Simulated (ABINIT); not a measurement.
# CdSe (Cadmoselite): making up for missing bands

Wanted: gap and time of CdSe (Cadmoselite) with truncated and completed band sums.

Program: ABINIT 10.8.3. Level of theory: PBE and many-body steps on it, plane waves. Results are calculated unless marked as measured.

The database entry behind the starting cell differs from later determinations by our own check (inner coordinate of an old entry), so it need not match the best structure at ambient conditions.

**1. Starting point**

Symmetry: P6_3mc, No. 186, hexagonal system. The conventional cell has a = 4.300 Å, b = 4.300 Å, c = 7.020 Å, α = 90.00°, β = 90.00°, γ = 120.00°. Nearest to Cd lie 4 Se at 2.61 to 2.70 Å. Nearest to Se lie 4 Cd at 2.61 to 2.70 Å. Farther neighbours and most contacts between anions are not listed.

Coordinates:

```cif
data_structure
_symmetry_space_group_name_H-M 'P 1'
_symmetry_Int_Tables_number 1
_cell_length_a 4.3000
_cell_length_b 4.3000
_cell_length_c 7.0200
_cell_angle_alpha 90.000
_cell_angle_beta 90.000
_cell_angle_gamma 120.000
_cell_volume 112.41
loop_
_atom_site_label
_atom_site_type_symbol
_atom_site_fract_x
_atom_site_fract_y
_atom_site_fract_z
_atom_site_occupancy
Cd1 Cd 0.33333 0.66667 0.00000 1
Cd2 Cd 0.66667 0.33333 0.50000 1
Se3 Se 0.33333 0.66667 0.38500 1
Se4 Se 0.66667 0.33333 0.88500 1
```

The cell and positions come from the Crystallography Open Database and are kept as given unless a step says otherwise.

**2. Empty states on the mesh, 3×3×2 mesh, 132 bands**

This step: ABINIT 10.8.3; DFT, PBE, plane waves, norm-conserving pseudopotentials.

The sums over transitions need many empty states on a uniform mesh; this step solves for them.

File run.abi:

```
acell 3*1.0 Angstrom
rprim 
  4.300000000016 -0.000000000004 0.000000000000
  -2.150000000005 3.723909236288 0.000000000000
  0.000000000000 0.000000000000 7.020000000000
ntypat 2
znucl 48 34
natom 4
typat 1 1 2 2
xred 
  0.333333333333 0.666666666667 0.000000000000
  0.666666666667 0.333333333333 0.500000000000
  0.333333333333 0.666666666667 0.385000000000
  0.666666666667 0.333333333333 0.885000000000
pp_dirpath "pseudos"
pseudos "Cd.upf, Se.upf"
ecut 47
ngkpt 3 3 2
nshiftk 1
shiftk 0 0 0
kptopt 1
chksymbreak 0
iscf -2
irdden 1
istwfk *1
nband 132
nbdbuf 12
tolwfr 1e-09
nstep 60
prtvol 0
indata_prefix "in"
outdata_prefix "out"
tmpdata_prefix "tmp"
```

Command:

```sh
> OMP_NUM_THREADS=1 mpirun -n 4 abinit run.abi > log
```

Numbers of over 12 decimals in the logs are rounded to 6 here.

Log:

```text
.Version 10.8.3 of ABINIT. v10.8.2 released Aug 2026.

 Symmetries : space group P6_3 m c (#186); Bravais hP (primitive hexag.)
[... echo of the input left out ...]
== DATASET  1 ==================================================================
-   mpi_nproc: 4, omp_nthreads: 1 (-1 if OMP is not activated)

--- !DatasetInfo
iteration_state: {dtset: 1, }
dimensions: {natom: 4, nkpt: 6, mband: 132, nsppol: 1, nspinor: 1, nspden: 1, mpw: 11752, }
cutoff_energies: {ecut:  47.0, pawecutdg:  -1.0, }
[...]
1.58532    1.59817    1.60921    1.60921    1.64323    1.69627    1.69627    1.70988
   1.75455    1.75455    1.75719    1.76119    1.76119    1.77417    1.79125    1.81630
   1.81635    1.82352    1.82355    1.87060
 prteigrs : prtvol=0 or 1, do not print more k-points.

== END DATASET(S) ==============================================================
================================================================================

 -outvars: echo values of variables after computation  --------
            nband         132
             nkpt           6
          spgroup         186
 [... the other variables as echoed above ...]

 Calculation completed.
```

Wall time 2.6 min (4 MPI ranks of Arm Neoverse V1, shared host); peak memory 0.53 GiB; 10 min of CPU time.

Numbers from this step:

* gap: 0.7010 eV
* k of the valence top: 0, 0, 0
* k of the conduction bottom: 0, 0, 0
* least direct gap: 0.7010 eV
* k points computed: 6
* lowest point of the top converged band, above the valence top: 42.54 eV

On this mesh the gap is 0.701 eV.

The density comes from a self-consistent run that is not shown.

**3. Screening, 3×3×2 mesh, 120 bands, screening to 122.5 eV**

The RPA dielectric matrix is built and inverted for each q.

This step: RPA screening on PBE, plane waves, norm-conserving pseudopotentials.

Changes to run.abi since step 2:

```diff
@@ -22,10 +22,11 @@
 chksymbreak 0
-iscf -2
-irdden 1
 istwfk *1
-nband 132
-nbdbuf 12
-tolwfr 1e-09
-nstep 60
-prtvol 0
+occopt 1
+irdwfk 1
+optdriver 3
+nband 120
+ecuteps 4.5
+inclvkb 2
+awtr 1
+symchi 1
 indata_prefix "in"
```

Log:

```text
.Version 10.8.3 of ABINIT. v10.8.2 released Aug 2026.

 Symmetries : space group P6_3 m c (#186); Bravais hP (primitive hexag.)
[... echo of the input left out ...]
== DATASET  1 ==================================================================
-   mpi_nproc: 4, omp_nthreads: 1 (-1 if OMP is not activated)

--- !DatasetInfo
iteration_state: {dtset: 1, }
dimensions: {natom: 4, nkpt: 6, mband: 120, nsppol: 1, nspinor: 1, nspden: 1, mpw: 11752, }
cutoff_energies: {ecut:  47.0, pawecutdg:  -1.0, }
electrons: {nelect:   7.20000000E+01, charge:   0.00000000E+00, occopt:   1.00000000E+00, tsmear:   1.00000000E-02, }

 SCREENING: Calculation of the susceptibility and dielectric matrices

 Based on a program developped by R.W. Godby, V. Olevano, G. Onida, and L. Reining.
 Incorporated in ABINIT by V. Olevano, G.-M. Rignanese, and M. Torrent.
.Using double precision arithmetic ; gwpc =  8

[... cell and pseudopotentials left out ...]
--------------------------------------------------------------------------------

 ==== K-mesh for the wavefunctions ====
 Number of points in the irreducible wedge :     6
[... list of points left out ...]
 Together with 12 symmetry operations and time-reversal symmetry
 yields    18 points in the full Brillouin Zone.

 ==== Q-mesh for the screening function ====
 Number of points in the irreducible wedge :     6
[... list of points left out ...]
 Together with 12 symmetry operations and time-reversal symmetry
 yields    18 points in the full Brillouin Zone.

 setmesh: FFT mesh size selected  =    30x   30x   54
          total number of points  =        48600

 vcoul_init : cutoff-mode = AUXILIARY_FUNCTION
 q-points for optical limit:   1
     1)      0.000010    0.000020    0.000030

- screening: taking advantage of time-reversal symmetry
- Maximum band index for partially occupied states nbvw = 36
- Remaining bands to be divided among processors   nbcw = 84
- Number of bands treated by each node ~21

 Number of electrons calculated from density =   72.0000; Expected =   72.0000
 average of density, n =  0.094914
 r_s =    1.3600
 omega_plasma =   29.7181 [eV]

 calculating chi0 at frequencies [eV] :
  1    0.000000E+00    0.000000E+00
  2    0.000000E+00    2.971811E+01

--------------------------------------------------------------------------------
  q-point number  1        q = ( 0.000000, 0.000000, 0.000000) [r.l.u.]
--------------------------------------------------------------------------------
[... chi0 elements left out ...]
 For q-point:  0.000010 0.000020 0.000030
  dielectric constant =  49.3051
  dielectric constant without local fields =  51.8843

  Average fulfillment of the sum rule on Im[epsilon] for q-point    1 :     38.76  [%]
[... wings left out ...]
  q-point number  2        q = ( 0.333333, 0.000000, 0.000000) [r.l.u.]
--------------------------------------------------------------------------------
[... chi0 elements left out ...]
  Average fulfillment of the sum rule on Im[epsilon] for q-point    2 :     42.88  [%]

 [... 4 further q-points ...]
```

The job ended after 71 s (4 MPI ranks; peak memory 1.8 GiB).

Numbers from this step:

```
ε∞ with local fields, on this mesh, along the program's q direction : 49.31
the same without local fields                                       : 51.88
plasma frequency                                                    : 29.72 eV
plane waves in the screening matrix                                 : 337
```

Local fields lower ε∞ by 5 %. On a Γ-centred mesh this coarse the value itself is usually too large, while a short band sum pulls it down.

**4. 120 bands**

The self-energy is evaluated for the states that the input lists, and the levels follow from it, in one-shot runs by the linearised quasiparticle equation.

This step: G0W0 on PBE, plane waves, norm-conserving pseudopotentials.

Changes to run.abi since step 3:

```diff
@@ -25,8 +25,15 @@
 irdwfk 1
-optdriver 3
+optdriver 4
 nband 120
+gwcalctyp 0
+ecutsigx 47
+symsigma 1
+nkptgw 1
+kptgw 
+  0.0000000000 0.0000000000 0.0000000000
+bdgw 
+  35 38
 ecuteps 4.5
-inclvkb 2
-awtr 1
-symchi 1
+irdscr 1
+ppmodel 1
 indata_prefix "in"
```

Log:

```text
.Version 10.8.3 of ABINIT. v10.8.2 released Aug 2026.

 Symmetries : space group P6_3 m c (#186); Bravais hP (primitive hexag.)
[... echo of the input left out ...]
== DATASET  1 ==================================================================
-   mpi_nproc: 4, omp_nthreads: 1 (-1 if OMP is not activated)

--- !DatasetInfo
iteration_state: {dtset: 1, }
dimensions: {natom: 4, nkpt: 6, mband: 120, nsppol: 1, nspinor: 1, nspden: 1, mpw: 11752, }
cutoff_energies: {ecut:  47.0, pawecutdg:  -1.0, }
electrons: {nelect:   7.20000000E+01, charge:   0.00000000E+00, occopt:   1.00000000E+00, tsmear:   1.00000000E-02, }

 SIGMA: Calculation of the GW corrections

 Based on a program developped by R.W. Godby, V. Olevano, G. Onida, and L. Reining.
 Incorporated in ABINIT by V. Olevano, G.-M. Rignanese, and M. Torrent.
.Using double precision arithmetic ; gwpc =  8

[... cell and pseudopotentials left out ...]
--------------------------------------------------------------------------------

 ==== K-mesh for the wavefunctions ====
 Number of points in the irreducible wedge :     6
[... list of points left out ...]
 Together with 12 symmetry operations and time-reversal symmetry
 yields    18 points in the full Brillouin Zone.

 ==== Q-mesh for screening function ====
 Number of points in the irreducible wedge :     6
[... list of points left out ...]
 Together with 12 symmetry operations and time-reversal symmetry
 yields    18 points in the full Brillouin Zone.

 vcoul_init : cutoff-mode = AUXILIARY_FUNCTION
 q-points for optical limit:   1
     1)      0.000010    0.000020    0.000030
 setmesh: FFT mesh size selected  =    45x   45x   90
          total number of points  =       182250

 Number of electrons calculated from density =   72.0000; Expected =   72.0000
 average of density, n =  0.094914
 r_s =    1.3600
 omega_plasma =   29.7181 [eV]

 === KS Band Gaps ===
  >>>> For spin  1
   Minimum direct gap =   0.7010 [eV], located at k-point      :   0.0000  0.0000  0.0000
   Fundamental gap    =   0.7010 [eV], Top of valence bands at :   0.0000  0.0000  0.0000
                                       Bottom of conduction at :   0.0000  0.0000  0.0000
 SIGMA fundamental parameters:
 PLASMON POLE MODEL  1
 number of plane-waves for SigmaX                11621
 number of plane-waves for SigmaC and W            337
 number of plane-waves for wavefunctions         11621
 number of bands                                   120
 number of independent spin polarizations            1
 number of spinorial components                      1
 number of k-points in IBZ                           6
 number of q-points in IBZ                           6
 number of symmetry operations                      12
 number of k-points in BZ                           18
 number of q-points in BZ                           18
 number of frequencies for dSigma/dE                 9
 frequency step for dSigma/dE [eV]                0.25
 number of omega for Sigma on real axis              0
 max omega for Sigma on real axis  [eV]           0.00
 zcut for avoiding poles [eV]                     0.10

 EPSILON^-1 parameters (SCR file):
 dimension of the eps^-1 matrix on file            337
 dimension of the eps^-1 matrix used               337
 number of plane-waves for wavefunctions         11621
 number of bands                                   120
 number of q-points in IBZ                           6
 number of frequencies                               2
 number of real frequencies                          1
 number of imag frequencies                          1

 matrix elements of self-energy operator (all in [eV])

 Perturbative Calculation

--- !SelfEnergy_ee
iteration_state: {dtset: 1, }
kpoint     : [   0.000,    0.000,    0.000, ]
spin       : 1
KS_gap     :    0.701
QP_gap     :    1.788
Delta_QP_KS:    1.087
data: !SigmaeeData |
     Band     E0 <VxcDFT>   SigX SigC(E0)      Z dSigC/dE  Sig(E)    E-E0       E
       35   3.993 -15.575 -19.205   2.663   0.793  -0.261 -16.342  -0.767   3.226
       36   3.993 -15.575 -19.205   2.663   0.793  -0.261 -16.342  -0.767   3.226
       37   4.694 -11.685  -8.087  -3.204   0.815  -0.227 -11.364   0.321   5.014
       38   6.115 -11.359  -7.242  -3.507   0.816  -0.225 -10.861   0.498   6.613

== END DATASET(S) ==============================================================
================================================================================

 -outvars: echo values of variables after computation  --------
           etotal      0.0000000000E+00
            nband         120
             nkpt           6
          spgroup         186
 [... the other variables as echoed above ...]

 Calculation completed.
```

Elapsed: 8.7 s, on 4 MPI ranks; peak memory 1.6 GiB.

This step gave:

- G0W0 gap on the points computed: 1.788 eV
- starting gap on the mesh: 0.7010 eV
- k of the valence top: 0, 0, 0
- k of the conduction bottom: 0, 0, 0
- Z at the valence top: 0.793
- Z at the conduction bottom: 0.815
- least direct G0W0 gap on the computed points: 1.788 eV

The gap on the mesh goes from 0.70 eV to 1.79 eV, a correction of +1.09 eV.

**5. Screening, 3×3×2 mesh, 44 bands, screening to 122.5 eV**

This step: RPA screening on PBE, plane waves, norm-conserving pseudopotentials.

Changes to run.abi since step 4:

```diff
@@ -25,15 +25,8 @@
 irdwfk 1
-optdriver 4
-nband 120
-gwcalctyp 0
-ecutsigx 47
-symsigma 1
-nkptgw 1
-kptgw 
-  0.0000000000 0.0000000000 0.0000000000
-bdgw 
-  35 38
+optdriver 3
+nband 44
 ecuteps 4.5
-irdscr 1
-ppmodel 1
+inclvkb 2
+awtr 1
+symchi 1
 indata_prefix "in"
```

Log:

```text
.Version 10.8.3 of ABINIT. v10.8.2 released Aug 2026.

 Symmetries : space group P6_3 m c (#186); Bravais hP (primitive hexag.)
[... echo of the input left out ...]
== DATASET  1 ==================================================================
-   mpi_nproc: 4, omp_nthreads: 1 (-1 if OMP is not activated)

--- !DatasetInfo
iteration_state: {dtset: 1, }
dimensions: {natom: 4, nkpt: 6, mband: 44, nsppol: 1, nspinor: 1, nspden: 1, mpw: 11752, }
cutoff_energies: {ecut:  47.0, pawecutdg:  -1.0, }
electrons: {nelect:   7.20000000E+01, charge:   0.00000000E+00, occopt:   1.00000000E+00, tsmear:   1.00000000E-02, }

 SCREENING: Calculation of the susceptibility and dielectric matrices

 Based on a program developped by R.W. Godby, V. Olevano, G. Onida, and L. Reining.
 Incorporated in ABINIT by V. Olevano, G.-M. Rignanese, and M. Torrent.
.Using double precision arithmetic ; gwpc =  8

[... cell and pseudopotentials left out ...]
--------------------------------------------------------------------------------

 ==== K-mesh for the wavefunctions ====
 Number of points in the irreducible wedge :     6
[... list of points left out ...]
 Together with 12 symmetry operations and time-reversal symmetry
 yields    18 points in the full Brillouin Zone.

 ==== Q-mesh for the screening function ====
 Number of points in the irreducible wedge :     6
[... list of points left out ...]
 Together with 12 symmetry operations and time-reversal symmetry
 yields    18 points in the full Brillouin Zone.

 setmesh: FFT mesh size selected  =    30x   30x   54
          total number of points  =        48600

 vcoul_init : cutoff-mode = AUXILIARY_FUNCTION
 q-points for optical limit:   1
     1)      0.000010    0.000020    0.000030

- screening: taking advantage of time-reversal symmetry
- Maximum band index for partially occupied states nbvw = 36
- Remaining bands to be divided among processors   nbcw = 8
- Number of bands treated by each node ~2

 Number of electrons calculated from density =   72.0000; Expected =   72.0000
 average of density, n =  0.094914
 r_s =    1.3600
 omega_plasma =   29.7181 [eV]

 calculating chi0 at frequencies [eV] :
  1    0.000000E+00    0.000000E+00
  2    0.000000E+00    2.971811E+01

--------------------------------------------------------------------------------
  q-point number  1        q = ( 0.000000, 0.000000, 0.000000) [r.l.u.]
--------------------------------------------------------------------------------
[... chi0 elements left out ...]
 For q-point:  0.000010 0.000020 0.000030
  dielectric constant =  48.3692
  dielectric constant without local fields =  51.4644

  Average fulfillment of the sum rule on Im[epsilon] for q-point    1 :      8.24  [%]
[... wings left out ...]
  q-point number  2        q = ( 0.333333, 0.000000, 0.000000) [r.l.u.]
--------------------------------------------------------------------------------
[... chi0 elements left out ...]
  Average fulfillment of the sum rule on Im[epsilon] for q-point    2 :     11.69  [%]

 [... 4 further q-points ...]
```

Run time: 11 s. Hardware: 4 MPI ranks; peak memory 1.4 GiB; 42 s of CPU time.

This step gave:

* ε∞ with local fields, on this mesh, along the program's q direction: 48.37
* the same without local fields: 51.46
* plasma frequency: 29.72 eV
* plane waves in the screening matrix: 337

(Continued in part 2 of 2.)

[Paths, hosts, dates, memory and timing lines, banners, echoed tables and standing remarks are left out of the program output.]

[Logs are printed without paths, hosts, clocks, repeated set-up lines and the standing remarks that a program may print on its own settings, such as how far it seeks lower states.]

[Runs of the session that timed out or met a known fault of the program may be left out.]

[No measured gap is set beside runs whose start may be inverted or whose files or cutoffs have a known fault.]

[Hosts, paths, dates, database ids (printed as entryN), source tags and the programs' standing remarks are cut or masked in the printed files.]

[G0W0 gaps are taken among the corrected bands and points alone; a level outside them can change the order at an edge.]

[Where Ansatz stands beside ABINIT at settings called matched, ABINIT's density can come from a denser mesh and the files from another edition; pairs whose starting gaps differed by over 0.03 eV were left out, so agreement reads better than it is.]
